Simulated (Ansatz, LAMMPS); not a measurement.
# Charge trapping in a frame of amorphous polyisobutylene (as short chains C22H46) from 640 K (136 atoms), part 4 of 4

Aim: add and remove one electron in a frame of amorphous polyisobutylene (as short chains C22H46) from 640 K (136 atoms), with atoms held and relaxed, and read trapping energy and localisation.

Ansatz 0.2.0; Kohn-Sham DFT, PBE+D3(BJ), PAW (set soft_2), plane waves.

The cell: 44 C and 92 H. The network of contacts between molecules at the start is that of the classical potential that made the cell. Sampling is at Γ alone, for a cell whose shortest periodic width is 11 Å.

So far. Step 10 (An extra hole, atoms relaxed): The relaxation converged after 5 steps, 0.144 eV below its start, with a largest force component of 0.045 eV/Å. Step 10 (An extra hole, atoms relaxed): An extra hole, atoms relaxed: the energy stands 2.56 eV above that of the reference, with a moment of 1.00 μB.

**11. An extra hole, levels at the relaxed geometry**

A single point at the new geometry gives levels and spin density.

Input and log are left out; they have the form of those shown for this kind of step.

It took 48 s on 4 threads of Intel Xeon Platinum 8259CL at 2.50GHz (Skylake/Cascade Lake), shared host; peak memory 2.5 GiB; 3 min of CPU time.

An extra hole, levels at the relaxed geometry: the energy stands 2.56 eV above that of the reference, with a moment of 1.00 μB.

The levels nearest the highest filled one (over half full), pooled over k-points and spins:

```tsv
level less the highest filled one (eV)	occupation
-0.490	1
-0.141	1
-0.118	1
0	0.599
0.008	0.401
4.98	0
4.99	0
5.86	0
```

Spin density in the bc plane at fractional x = 0.495, with atoms of C and H within 0.2 Å of it.

Values in units of 1e-2 e/Å³, 13 rows by 16 columns, each cell a mean:
```
 0.0  0.3  0.2  0.3  0.1  0.0  0.0  0.0  0.0  0.0  0.0  0.0  0.0  0.1  0.6  0.1
 0.0  0.1  0.0  0.2  0.0  0.1  0.0  0.0  0.0  0.0  0.0  0.0  0.0  0.1  0.5  0.0
 0.0  0.5  0.3  0.5  0.2  0.2  0.0  0.0  0.0  0.0  0.0  0.0  0.1  0.1 -0.1  0.0
 0.3  0.3  0.0  0.1  0.1  0.0  0.0  0.0  0.0  0.0  0.0  0.0  0.0  0.0  0.2  0.0
 0.2  0.2  0.0  0.0  0.0  0.0  0.0  0.0  0.0  0.0  0.0  0.0  0.0  0.3  0.2  0.0
 0.1  0.1  0.0  0.0  0.1  0.0  0.0  0.0  0.0  0.0  0.0  0.0  0.3  1.7  2.0  0.1
 0.6  0.2  0.0  0.0  0.0  0.0  0.0  0.0  0.0  0.0  0.0  0.1  1.0  3.3  0.3  0.2
 0.0  0.0  0.0  0.0  0.0  0.0  0.0  0.0  0.0  0.0  0.2  3.1  0.6  0.0  0.1  0.6
 0.0  0.0  0.0  0.0  0.0  0.0  0.0  0.0  0.0  0.1  2.0  1.8  0.2  0.0  0.0  0.1
 0.0  0.0  0.0  0.0  0.0  0.0  0.0  0.0  0.0  0.0  0.2  0.1  0.0  0.0  0.0  0.0
 0.0  0.0  0.0  0.0  0.0  0.0  0.0  0.2  0.1  0.0  0.0  0.0  0.0  0.0  0.0  0.0
 0.0  0.0  0.0  0.0  0.0  0.0  0.3  0.4  0.0  0.0  0.0  0.0  0.0  0.0  0.0  0.0
 0.0  0.0  0.1  0.5  0.1  0.0  0.1  0.1  0.0  0.0  0.0  0.0  0.0  0.0  0.0  0.0
```
Columns run along b (11.4 Å), rows up along c (11.4 Å). Atoms in or near the plane, at fractional coordinates: C at (0.32, 0.66), C at (0.13, 0.95), C at (0.87, 0.84), C at (0.86, 0.54), C at (0.97, 0.47), C at (0.69, 0.36), C at (0.48, 0.16), H at (0.25, 0.59), H at (0.21, 0.00), H at (0.90, 0.93), H at (0.78, 0.84), H at (0.84, 0.24), H at (0.42, 0.24), H at (0.43, 0.08).

**12. Neutral at the geometry of the hole**

The neutral cell at the new geometry gives the energy of that geometry without the charge.

Input file input.yaml:

```yaml
crystal:
  lattice:
    - [11.42893, 0.0, 0.0]
    - [0.0, 11.42893, 0.0]
    - [0.0, 0.0, 11.42893]
  atoms:
    - { symbol: C, position: [0.05314, 0.58032, 0.91206] }
    - { symbol: C, position: [0.00024, 0.54281, 0.79482] }
    - { symbol: C, position: [0.91966, 0.43475, 0.79812] }
    - { symbol: C, position: [0.81329, 0.46048, 0.87824] }
    - { symbol: C, position: [0.98356, 0.32772, 0.84845] }
    - { symbol: C, position: [0.86187, 0.40656, 0.6771] }
    [... 124 atom lines left out ...]
    - { symbol: H, position: [0.45813, 0.70398, 0.07149] }
    - { symbol: H, position: [0.36743, 0.60382, 0.99615] }
    - { symbol: H, position: [0.30378, 0.7109, 0.08896] }
    - { symbol: H, position: [0.27184, 0.42177, 0.24652] }
    - { symbol: H, position: [0.26382, 0.44474, 0.09277] }
    - { symbol: H, position: [0.19286, 0.54376, 0.18972] }
kpoints:
  mp_grid: { grid: [1, 1, 1] }
hamiltonian:
  xc: pbe
  dispersion: d3bj
scf:
  occupations: { method: fixed }
output:
  forces: true
  stress: true
  populations: true
  dos:
    method: { smearing: { sigma: 0.15 } }
    de: 0.1
    projected: { site_lists: { C: [C], H: [H] } }
  eigenvalues: true
```

Run with:

```bash
> ansatz run input.yaml --threads 4 --pin off --max-ram 8192MiB --backend cpu --events-out ev --progress --plain --runs-dir out
```

Numbers of over 12 decimals in the logs are rounded to 6 here.

The log of the run:

```text
[...]
Crystal: 136 atoms, lattice volume = 1492.852 Å³
Basis set: ecut = 420 eV, 29039 PW (Γ), exchange–correlation on 160×160×160 points (8 copies of the dense FFT grid, shifted against one another)
Bands: 270, of which v1, the nominal top of the filled ones, is band 134 counted from 1 (133 counted from 0)
Symmetry: 1 space group operations
[...]
k-points: 1
[...]
SCF iter   1: F=—  HF=-12529.216034 eV  |F-HF|=—  |Δ(HF+E_count)|=         —  Δρ=3.83e-3  dr2=3.04e-1  ethr=1.77e-3  ⟨swp⟩=4.0  Hψ=932  notcnv=0  defer=129
[...]
SCF iter   8: F=—  HF=-12529.240184 eV  |F-HF|=—  |Δ(HF+E_count)|=   2.83e-7  Δρ=2.30e-6  dr2=1.16e-7  ethr=3.25e-10  ⟨swp⟩=2.0  Hψ=278  notcnv=0  defer=134
SCF iter   9: F=-12529.240184 eV  HF=-12529.240184 eV  |F-HF|=1.48e-9  |Δ(HF+E_count)|=   2.08e-8  Δρ=5.83e-7  dr2=7.18e-9  ethr=3.73e-11  ⟨swp⟩=20.0  Hψ=2072  notcnv=0
SCF 1 converged in 9 iterations: F = -12529.240184 eV  dr2 = 7.18e-9
[...]
SCF converged after 9 iterations
Free energy (F): -12529.240184 eV
[...]
Internal energy: -12529.240184 eV  (E = F + TS)
E sigma→0 (E₀):  -12529.240184 eV
Fermi energy:    -2.257429 eV
[...]
Σ components = -12529.240184   (vs F -12529.240184, Δ=0.00e0)
--- Forces (eV/Å), atoms counted from 1 ---
  atom   1  C     -0.04921704     0.00642481    -0.01417428
  atom   2  C      0.14914608    -0.00028416     0.00174929
  atom   3  C     -0.62883949     0.02064833    -0.11547945
  atom   4  C      0.30278094    -0.01514607     0.15842985
[...]
atom 136  H     -0.00202417    -0.00426426     0.00699413
  max |Σ_I F_I| component: 6.06e-5 eV/Å
--- Stress (GPa, compression-positive) ---
       -0.592139      -0.080003       0.121553
       -0.080003      -0.104352       0.130414
        0.121553       0.130413      -0.093021
  P = ⅓ Tr σ = -0.2632 GPa (-2.632 kbar)
--- Band table (eV) ---
[...]
--- Löwdin populations: 136 sites ---
  site symbol       q [e]
     0      C      4.4537
     1      C      4.2675
     2      C      3.9120
[...]
135      H      0.8193
  spilling = 0.011306 (of n_electrons = 268.000000)
```

The job ended after 13 s (4 threads of Intel Xeon Platinum 8259CL at 2.50GHz (Skylake/Cascade Lake), shared host; peak memory 1.6 GiB; 46 s of CPU time).

Neutral at the geometry of the hole: the energy stands 0.143 eV above that of the reference.

**13. Energies and spread of the extra charge**

Energies are differences within one cell and functional; the shift is the gain plus the neutral cell's energy at the new geometry, that is how much cheaper the vertical process becomes there. The spread is the participation number of the site moments (1/Σw², over the spin inside atomic spheres), with the atom that holds the largest share and the spin that the spheres hold in all.

```tsv
carrier	charged less neutral, atoms held (eV)	gain on relaxing (eV)	neutral cell at that geometry, less the reference (eV)	shift of the vertical energy (eV)	spread, atoms held	spread, relaxed
electron	2.345	0.003	0.000	0.004	-	-
hole	2.706	0.144	0.143	0.287	38; C83 5 % of 0.45 μB	34; C79 6 % of 0.45 μB
```

**14. Outcome**

The extra electron gains 0.0034 eV as the atoms relax: so small a gain shows no trapping at this level. The cell with the electron keeps a moment of only 0.00 μB where one unpaired electron should give 1 μB: the carrier is shared between both spins, which can hide trapping. The extra hole gains 0.14 eV as the atoms relax, and its spin goes from about 38 to 34 atoms: it stays spread out at this level. The hole is shared among 2 partly filled levels, as near-degenerate levels under the smearing give, and as self-interaction favours. With the atoms held, the spheres hold only 0.45 of the 1.00 μB, so the spread is read from a small part of the spin. Adding the two vertical energies gives 5.05 eV, against a gap of 4.98 eV in the neutral cell. The zero of the potential cancels in this sum; the excess isn't taken apart here: charging of a small cell, filling of bands on a coarse mesh and the attraction to the background can all enter.

Caveats: Single energies of charged cells hang on the program's zero of potential. In the spin-polarised runs the search for a state of lower energy was switched off. No distortion was seeded, so a trapped state behind a barrier can't be found. Local and semilocal functionals favour spread-out charges, so trapping can be missed. The density was typed from a rule of thumb and may lie off the real one at this temperature. Charged cells carry a uniform background, with no correction for images.

The DFT runs together took 7.3 min of wall time.

[Logs are printed without paths, hosts, clocks, repeated set-up lines and the standing remarks that a program may print on its own settings, such as how far it seeks lower states.]

[Hosts, paths, dates, database ids (printed as entryN), source tags and the programs' standing remarks are cut or masked in the printed files.]
